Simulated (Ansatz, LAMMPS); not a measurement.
# Relaxing a frame of liquid propylene carbonate from 300 K (117 atoms), part 3 of 3

Aim: bring a frame of liquid propylene carbonate from 300 K (117 atoms) to a nearby minimum of the energy and see what moves.

Ansatz 0.2.0; Kohn-Sham DFT, PBE+D4, PAW (set soft_2), plane waves.

The cell: 36 C, 27 O and 54 H. The network of contacts between molecules at the start is that of the classical potential that made the cell. The density was typed from a rule of thumb and may lie off the real one at this temperature. The Brillouin zone is sampled at Γ only, in a cell whose shortest periodic width is 11 Å.

So far, density (g/cm³): step 5 (distances and neighbours after relaxation) 1.20.

## (6) Single point at the relaxed geometry

The electronic structure is read at the final geometry, in a run of its own.

Input file input.yaml:

```yaml
crystal:
  lattice:
    - [10.83035, 0.0, 0.0]
    - [0.0, 10.83035, 0.0]
    - [0.0, 0.0, 10.83035]
  atoms:
    - { symbol: C, position: [0.91063, 0.51361, 0.72959] }
    - { symbol: C, position: [0.96217, 0.388, 0.69686] }
    - { symbol: C, position: [0.88002, 0.31014, 0.61204] }
    - { symbol: O, position: [0.93124, 0.3323, 0.48992] }
    - { symbol: C, position: [0.04615, 0.3797, 0.50221] }
    - { symbol: O, position: [0.11511, 0.39872, 0.41616] }
    - { symbol: O, position: [0.07387, 0.40315, 0.62121] }
    - { symbol: H, position: [0.83598, 0.50372, 0.7971] }
    - { symbol: H, position: [0.87306, 0.55992, 0.64757] }
    - { symbol: H, position: [0.98196, 0.5726, 0.77052] }
    - { symbol: H, position: [0.9898, 0.33562, 0.77872] }
    - { symbol: H, position: [0.88664, 0.21127, 0.63233] }
    - { symbol: H, position: [0.78374, 0.34049, 0.61187] }
    - { symbol: C, position: [0.80309, 0.95122, 0.51422] }
    - { symbol: C, position: [0.74756, 0.86499, 0.60913] }
    - { symbol: C, position: [0.69496, 0.92929, 0.72375] }
    - { symbol: O, position: [0.56368, 0.93812, 0.69648] }
    - { symbol: C, position: [0.53573, 0.85584, 0.60646] }
    - { symbol: O, position: [0.43133, 0.83193, 0.57435] }
    - { symbol: O, position: [0.63812, 0.80425, 0.55784] }
    - { symbol: H, position: [0.88767, 0.99198, 0.55233] }
    - { symbol: H, position: [0.73808, 0.02561, 0.49124] }
    - { symbol: H, position: [0.82729, 0.90196, 0.42921] }
    - { symbol: H, position: [0.81187, 0.79106, 0.63461] }
    - { symbol: H, position: [0.70596, 0.87417, 0.80799] }
    - { symbol: H, position: [0.7309, 0.02272, 0.7371] }
    - { symbol: C, position: [0.79042, 0.61352, 0.31706] }
    - { symbol: C, position: [0.69051, 0.57699, 0.22632] }
    - { symbol: C, position: [0.58366, 0.66982, 0.2146] }
    - { symbol: O, position: [0.60533, 0.72983, 0.09697] }
    - { symbol: C, position: [0.69316, 0.66728, 0.03385] }
    - { symbol: O, position: [0.7241, 0.69214, 0.92929] }
    - { symbol: O, position: [0.74134, 0.57429, 0.10125] }
    - { symbol: H, position: [0.86748, 0.54778, 0.31401] }
    - { symbol: H, position: [0.75112, 0.61301, 0.4105] }
    - { symbol: H, position: [0.82555, 0.70643, 0.29634] }
    - { symbol: H, position: [0.65543, 0.48422, 0.24547] }
    - { symbol: H, position: [0.49369, 0.62377, 0.21059] }
    - { symbol: H, position: [0.58387, 0.74064, 0.2868] }
    - { symbol: C, position: [0.30241, 0.76554, 0.88543] }
    - { symbol: C, position: [0.215, 0.86679, 0.92451] }
    - { symbol: C, position: [0.27115, 0.99611, 0.92817] }
    - { symbol: O, position: [0.17156, 0.07461, 0.88418] }
    - { symbol: C, position: [0.08861, 0.0033, 0.82256] }
    - { symbol: O, position: [0.00205, 0.04416, 0.76504] }
    - { symbol: O, position: [0.11586, 0.88209, 0.83318] }
    - { symbol: H, position: [0.2552, 0.67592, 0.88445] }
    - { symbol: H, position: [0.37867, 0.76003, 0.95219] }
    - { symbol: H, position: [0.34055, 0.78465, 0.79344] }
    - { symbol: H, position: [0.16906, 0.84432, 0.01216] }
    - { symbol: H, position: [0.29794, 0.02573, 0.02098] }
    - { symbol: H, position: [0.34978, 0.00562, 0.86454] }
    - { symbol: C, position: [0.09871, 0.7145, 0.52812] }
    - { symbol: C, position: [0.16835, 0.78968, 0.43324] }
    - { symbol: C, position: [0.22002, 0.71558, 0.32402] }
    - { symbol: O, position: [0.13258, 0.73933, 0.22522] }
    - { symbol: C, position: [0.06244, 0.83842, 0.25561] }
    - { symbol: O, position: [0.98927, 0.88649, 0.18607] }
    - { symbol: O, position: [0.0838, 0.87579, 0.37241] }
    - { symbol: H, position: [0.05987, 0.77419, 0.60011] }
    - { symbol: H, position: [0.16202, 0.64878, 0.57223] }
    - { symbol: H, position: [0.02401, 0.66157, 0.48449] }
    - { symbol: H, position: [0.24053, 0.84508, 0.47692] }
    - { symbol: H, position: [0.31074, 0.74886, 0.29394] }
    - { symbol: H, position: [0.22241, 0.61598, 0.34128] }
    - { symbol: C, position: [0.74771, 0.21648, 0.23746] }
    - { symbol: C, position: [0.80961, 0.13584, 0.14148] }
    - { symbol: C, position: [0.72475, 0.04088, 0.08004] }
    - { symbol: O, position: [0.68247, 0.10471, 0.96996] }
    - { symbol: C, position: [0.76186, 0.19776, 0.94465] }
    - { symbol: O, position: [0.75749, 0.25982, 0.8518] }
    - { symbol: O, position: [0.84609, 0.21232, 0.03561] }
    - { symbol: H, position: [0.81077, 0.28855, 0.27023] }
    - { symbol: H, position: [0.72133, 0.15933, 0.31683] }
    - { symbol: H, position: [0.66379, 0.25966, 0.20008] }
    - { symbol: H, position: [0.89389, 0.09212, 0.17645] }
    - { symbol: H, position: [0.77445, 0.95729, 0.05149] }
    - { symbol: H, position: [0.64365, 0.016, 0.13512] }
    [... 33 atom lines left out ...]
    - { symbol: H, position: [0.06653, 0.58268, 0.0136] }
    - { symbol: H, position: [0.97826, 0.44467, 0.00991] }
    - { symbol: H, position: [0.11925, 0.45298, 0.92539] }
    - { symbol: H, position: [0.09646, 0.46346, 0.20864] }
    - { symbol: H, position: [0.13854, 0.25081, 0.21309] }
    - { symbol: H, position: [0.11444, 0.24461, 0.04889] }
kpoints:
  mp_grid: { grid: [1, 1, 1] }
hamiltonian:
  xc: pbe
  dispersion: d4
scf:
  occupations: { method: fixed }
output:
  forces: true
  stress: true
  populations: intrinsic
  dos:
    method: { smearing: { sigma: 0.15 } }
    de: 0.1
    projected: { site_lists: { C: [C], H: [H], O: [O] } }
  eigenvalues: true
  write_density: true
  write_potential: true
  volumetric_format: npy
  elf: true
```

Launch:

```
> ansatz run input.yaml --threads 4 --pin off --max-ram 8192MiB --backend cpu --events-out ev --progress --plain --runs-dir out
```

Numbers of over 12 decimals in the logs are rounded to 6 here.

What it wrote:

```text
[...]
Crystal: 117 atoms, lattice volume = 1270.362 Å³
Basis set: ecut = 420 eV, 24837 PW (Γ), exchange–correlation on 150×150×150 points (8 copies of the dense FFT grid, shifted against one another)
Bands: 297, of which v1, the nominal top of the filled ones, is band 180 counted from 1 (179 counted from 0)
Symmetry: 1 space group operations
[...]
k-points: 1
[...]
SCF iter   1: F=—  HF=-25211.562732 eV  |F-HF|=—  |Δ(HF+E_count)|=         —  Δρ=5.43e-3  dr2=3.95e-1  ethr=1.77e-3  ⟨swp⟩=5.0  Hψ=1029  notcnv=0  defer=114
[...]
SCF iter  10: F=-25211.485858 eV  HF=-25211.485858 eV  |F-HF|=3.42e-9  |Δ(HF+E_count)|=  3.67e-10  Δρ=1.14e-6  dr2=1.53e-8  ethr=2.78e-11  ⟨swp⟩=21.0  Hψ=2803  notcnv=0
SCF 1 converged in 10 iterations: F = -25211.485858 eV  dr2 = 1.53e-8
[...]
SCF converged after 10 iterations
Free energy (F): -25211.485858 eV
[...]
Internal energy: -25211.485858 eV  (E = F + TS)
E sigma→0 (E₀):  -25211.485858 eV
Fermi energy:    -1.433954 eV
[...]
--- Forces (eV/Å), atoms counted from 1 ---
  atom   1  C     -0.00088401     0.00130449    -0.00060164
  atom   2  C     -0.00042879    -0.00074436     0.00138386
  atom   3  C      0.00121281    -0.00078512    -0.00391645
  atom   4  O      0.00116346     0.00074294     0.00404398
  atom   5  C      0.00807719    -0.00062718    -0.01108239
  atom   6  O     -0.00772509    -0.00068346     0.00460174
  atom   7  O     -0.00177882     0.00087887     0.00396988
  atom   8  H      0.00082708     0.00032679    -0.00093077
  atom   9  H     -0.00025976    -0.00019128     0.00142507
  atom  10  H     -0.00124389    -0.00020068    -0.00058156
  atom  11  H     -0.00062156    -0.00009180    -0.00120109
  atom  12  H      0.00023941     0.00039822     0.00020088
  atom  13  H      0.00037310     0.00107139     0.00004651
  atom  14  C     -0.00310740    -0.00271031    -0.00254378
[...]
atom 116  H      0.00127840     0.00257554    -0.00753251
  atom 117  H      0.00407844     0.00218316     0.00307476
  max |Σ_I F_I| component: 1.57e-4 eV/Å
--- Stress (GPa, compression-positive) ---
       -0.395063       0.058864      -0.051764
        0.058864      -0.364027       0.099562
       -0.051765       0.099561      -0.298129
  P = ⅓ Tr σ = -0.3524 GPa (-3.524 kbar)
--- Band table (eV) ---
[...]
--- intrinsic populations: 117 sites ---
  site symbol       q [e]
     0      C      4.5294
     1      C      3.9501
     2      C      4.1388
[...]
116      H      0.8002
  spilling = 0.000000 (of n_electrons = 360.000000)
```

Run time: 15 s. Hardware: 4 threads of Arm Neoverse V2, shared host; peak memory 1.4 GiB; 59 s of CPU time.

The run gave:

| Quantity | Value |
| --- | --- |
| free energy | -25211.4859 eV |
| free energy per atom | -215.4828 eV/atom |
| SCF cycles | 10 |
| pressure | -0.3524 GPa |
| r.m.s. force component | 0.0047 eV/Å |
| longest force | 0.02679 eV/Å |
| Fermi energy | -1.434 eV |
| gap (highest filled to lowest empty level) | 5.869 eV |

Intrinsic-atomic-orbital charges by element and coordination:

```csv
element,coordination,atoms,mean charge (e),spread,least,most
C,all,36,0.0074,0.431,-0.538,0.665
C,3,9,0.659,0.0031,0.654,0.665
C,4,27,-0.210,0.243,-0.538,0.0551
H,all,54,0.193,0.0117,0.162,0.216
O,all,27,-0.395,0.072,-0.500,-0.338
O,1,9,-0.497,0.0041,-0.500,-0.489
O,2,18,-0.344,0.0038,-0.351,-0.338
```

States in the cell by windows of 1 eV, zero at the Fermi level; the larger projections on atomic orbitals stand beside the total:

```csv
from (eV),to (eV),total,O p,C p,H s,C s
-18,-14,0.0,0.0,0.0,0.0,0.0
-14,-13,11.7,1.3,1.1,1.9,6.6
-13,-12,6.3,0.7,0.6,1.0,3.6
-12,-11,1.3,0.2,0.2,0.3,0.5
-11,-10,16.7,2.9,2.8,3.4,7.0
-10,-9,14.0,4.5,3.6,2.3,3.3
-9,-8,18.8,7.0,5.7,1.0,2.4
-8,-7,3.2,1.2,1.0,0.1,0.3
-7,-6,17.1,5.5,8.4,2.1,0.2
-6,-5,35.9,11.7,13.7,5.6,2.1
-5,-4,23.5,10.3,8.0,2.6,0.3
-4,-3,45.7,13.6,22.3,7.3,0.3
-3,-2,38.6,17.0,12.9,7.0,0.2
-2,-1,19.4,4.8,9.9,3.8,0.2
-1,0,52.2,41.5,5.9,3.8,0.2
0,1,1.6,1.4,0.2,0.1,0.0
1,5,0.0,0.0,0.0,0.0,0.0
```

With fixed occupations the program's Fermi level is the highest filled level; weight inside the gap is the broadening of levels at its edges.

Between -23 and -18 eV lie 54 more states.

The levels nearest the highest filled one (over half full), pooled over k-points and spins:

```csv
level less the highest filled one (eV),occupation
-0.227,2
-0.208,2
-0.178,2
-0.138,2
-0.100,2
0,2
5.87,0
6.18,0
6.22,0
6.26,0
6.29,0
6.31,0
```

ELF in the ac plane at fractional y = 0.468, with atoms of H and C and O within 0.2 Å of it. It is the smooth field of the valence electrons, not physical close to the nuclei.

Ten even steps from '_' (0.01 × 1e-1) to '@' (9.97 × 1e-1), each cell a mean:
```
%%****%%%%**..________________________________________++@@@@
==**@@@@@@@@==____________________--++--..______________--==
__--%%@@@@@@--____--++==..____..==%%@@@@**______::--..______
____::++##==____++@@@@@@**----==**@@@@@@%%..__--%%@@##--..__
______________::%%@@@@@@%%**####++%%@@@@**____**@@@@%%++--::
::____________..##@@@@@@##**%%%%====++--..____++@@@@##****++
--____....______..::--======++++++**++==::____..==++++##%%##
::::++****--________::++**++....==####%%##--____..::==**##**
::**%%%%##==______==##%%####++--**####%%##--______..::----::
--##%%##**::______++%%%%####**--++##++**++..________________
::====::..________::++++======::--==..______________________
----::......______________::**####**==..__________________..
--==++++++++--..________..++##++==####++..________________..
::==**##%%##++..________--##%%%%##%%%%==____________________
..==**####**--__________--++########==..__________..________
__::======::______________..----::..____..______::++++::____
____________________________________==##%%++..__::**##++..__
..++####++..____....______________--@@@@@@%%--____::==--____
++@@@@@@@@--..==**==..____....____::@@@@@@%%--______________
--%%@@@@%%====##%%##--..::==++--____--**++--________________
__--**##==++##**++**==::==##%%##==________....::..__________
--==##%%**++##****##==::++%%%%%%++..____..==++++--____..====
%%****%%%%----**##++::::==##%%##==______::==++++::____==@@@@
@@++..==**::__..--::....::==++==..________..::..____..##@@@@
```
Columns run along a (10.8 Å), rows up along c (10.8 Å). Atoms in or near the plane, at fractional coordinates: H at (0.66, 0.25), C at (0.52, 0.57), O at (0.53, 0.46), H at (0.35, 0.80), H at (0.61, 0.84), C at (0.07, 0.01), O at (0.27, 0.13), H at (0.12, 0.93), H at (0.10, 0.21).

Electrostatic potential energy in the ac plane at fractional y = 0.468, with atoms of H and C and O within 0.2 Å of it. With pseudopotentials it is smooth inside the atoms' cores, unlike the true potential.

Values in eV, 13 rows by 16 columns, each cell a mean:
```
 -6 -24 -10   4   5   5   5   5   5   5   5   6   6   6   5   1
  4   0  -2   4   4   2   3   3   1  -5  -3   5   5   4   5   5
  4   5   5   5   3 -21 -13 -10 -28 -27  -4   4   3  -5  -3   1
  2   4   5   5   5   1  -9 -11 -16 -19  -1   5   5   0 -23 -11
  0  -1   5   6   6   3 -19 -13 -15 -34 -12   5   5   4   0  -1
  1   1   5   6   6   5  -5 -23 -40 -13   3   6   5   5   4   3
  0   1   5   6   6   6   5  -7 -39 -13   6   6   5   5   5   3
  4   1   3   6   6   6   6   1 -21  -5   6   6   5   5   5   5
  5   5   5   6   6   6   6   6   6   6   5   5   5   4   4   5
  4  -4   2   5   5   5   6   6   6   3 -17   0   4   5   5   5
  3 -20 -15  -6 -15  -1   3   5   6   5   0   3   5   5   5   5
  2 -12 -32 -21 -36 -13  -1  -5   5   6   6   5   6   6   5   4
-22 -36  -7   2   1   2   4   4   6   6   6   6   6   6   4  -9
```
Columns run along a (10.8 Å; values clipped at the 3rd and 97th percentile), rows up along c (10.8 Å). Atoms in or near the plane, at fractional coordinates: H at (0.66, 0.25), C at (0.52, 0.57), O at (0.53, 0.46), H at (0.35, 0.80), H at (0.61, 0.84), C at (0.07, 0.01), O at (0.27, 0.13), H at (0.12, 0.93), H at (0.10, 0.21).

Mean intrinsic-atomic-orbital charges: C +0.01, H +0.19, O -0.40 e. The largest share in the top eV of filled states is O p (80 % of the projected weight), and in the lowest eV of empty states C p (49 % of the projected weight).

The surroundings of H86, picked at random, nearest first, numbered as they follow in the input and with coordinates relative to it.

```csv
atom,x,y,z,distance (Å),bonds,intrinsic-atomic-orbital charge (e)
H86,0.00,0.00,0.00,0.00,1,0.19
C79,1.04,0.18,0.30,1.10,4,-0.54
H87,1.04,0.93,1.10,1.78,1,0.19
H88,1.47,-0.76,0.69,1.79,1,0.18
C80,1.84,0.70,-0.88,2.16,4,0.05
H89,1.48,1.69,-1.19,2.54,1,0.20
O85,1.68,-0.19,-2.02,2.64,2,-0.34
O59,-0.65,-2.42,-1.52,2.93,2,-0.34
H63,1.04,-2.75,-0.39,2.97,1,0.20
H21,-2.78,-1.16,0.43,3.04,1,0.20
```

The column of bonds counts only the pairs H-C within 1.34 Å, C-C within 1.85 Å, C-O within 1.73 Å; other neighbours, such as metal atoms beside each other in a compound, aren't counted, and periodic images can show an atom twice.

## (7) A changed input

The input is spoilt on purpose; the run shows how that looks.

input.yaml, the sections that differ from step 6:

```yaml
crystal:
  lattice:
    - [10.83035, 0.0, 0.0]
    - [0.0, 10.83035, 0.0]
    - [0.0, 0.0, 10.83035]
  atoms:
    [... the 117 atom lines of step 3 ...]
scf:
  occupations: { method: fixed }
  convergence: { dr2_threshold: 0.0 }
  max_iter: 80
output:
  forces: true
# kpoints, hamiltonian: as in step 6
```

What it wrote:

```text
Error: invalid value for `scf.convergence.dr2_threshold`: must be finite and > 0; got 0 eV
```

It took 0.02 s on 4 threads; peak memory 0.031 GiB.

The input was rejected at the start.

The program's message: “Error: invalid value for `scf.convergence.dr2_threshold`: must be finite and > 0; got 0 eV”

The fault in the input: a threshold that can't be met (scf.convergence.dr2_threshold = 0.0). The fix is to take out scf.convergence.dr2_threshold.

## (8) Other settings

LDA has no gradient correction and tends to overbind. Changed here: hamiltonian.xc = "lda", magnetization.spin_polarized = true and total_charge = -1.

This step: Kohn-Sham DFT, LDA+D4, PAW (set soft_2), plane waves (Ansatz 0.2.0).

input.yaml, the sections that differ from step 7:

```yaml
hamiltonian:
  xc: lda
  dispersion: d4
scf:
  occupations: { method: fixed }
output:
  forces: true
  stress: true
  populations: true
  dos:
    method: { smearing: { sigma: 0.1 } }
    de: 0.1
    projected: { site_lists: { C: [C], H: [H], O: [O] } }
  eigenvalues: true
total_charge: -1
magnetization:
  spin_polarized: true
# crystal, kpoints: as in step 7
```

What it wrote:

```text
Error: inconsistent input (scf.occupations.method, magnetization): a σ = 0 step fill (method: fixed, or a smearing width below the step floor) cannot realise an odd electron count (361) without a locked total moment — the per-k integer fill puts the same N_el/2 bands in each spin channel; [...]
```

Elapsed: 0.05 s, on 4 threads; peak memory 0.077 GiB.

The input was rejected at the start.

The program's message: “Error: inconsistent input (scf.occupations.method, magnetization): a σ = 0 step fill (method: fixed, or a smearing width below the step floor) cannot realise an odd electron count (361) without a lock …”

Runs without a result: hamiltonian.xc = "lda", magnetization.spin_polarized = true and total_charge = -1 (refused).

## (9) Results

- energy change in the relaxation: -51.56 meV/atom
- r.m.s. displacement: 0.606 Å
- largest displacement: 1.606 Å
- free energy per atom: -215.4828 eV/atom
- pressure: -0.3524 GPa
- r.m.s. force component: 0.0047 eV/Å
- gap (highest filled to lowest empty level): 5.869 eV
- wall time of the 3 DFT runs: 4.6 min

In words: Relaxation lowers the energy by 51.6 meV/atom and moves atoms by 0.61 Å r.m.s.; the r.m.s. force component goes from 0.97 to 0.0047 eV/Å, the pressure goes from 2.0 to -0.35 GPa, and the gap from 4.77 to 5.87 eV. By the final cutoffs no bond was broken or made. First to last step the energy falls by 6.032 eV; the largest move, 1.61 Å, is that of H47. The C-C bonds change most in mean length: from 1.505 Å (spread 0.021) to 1.524 Å (spread 0.011). With the cutoffs above, 75 % of C atoms have 4, all H atoms have 1 and 67 % of O atoms have 2 bonded neighbours. Filled and empty levels are parted by 5.87 eV (at Γ alone); a semilocal functional tends to put such gaps too low. In a disordered cell it changes from sample to sample and from frame to frame.

Caveats: The network of contacts between molecules at the start is that of the classical potential that made the cell; in DFT atoms moved by 0.61 Å r.m.s.

[Logs are printed without paths, hosts, clocks, repeated set-up lines and the standing remarks that a program may print on its own settings, such as how far it seeks lower states.]

[Hosts, paths, dates, database ids (printed as entryN), source tags and the programs' standing remarks are cut or masked in the printed files.]
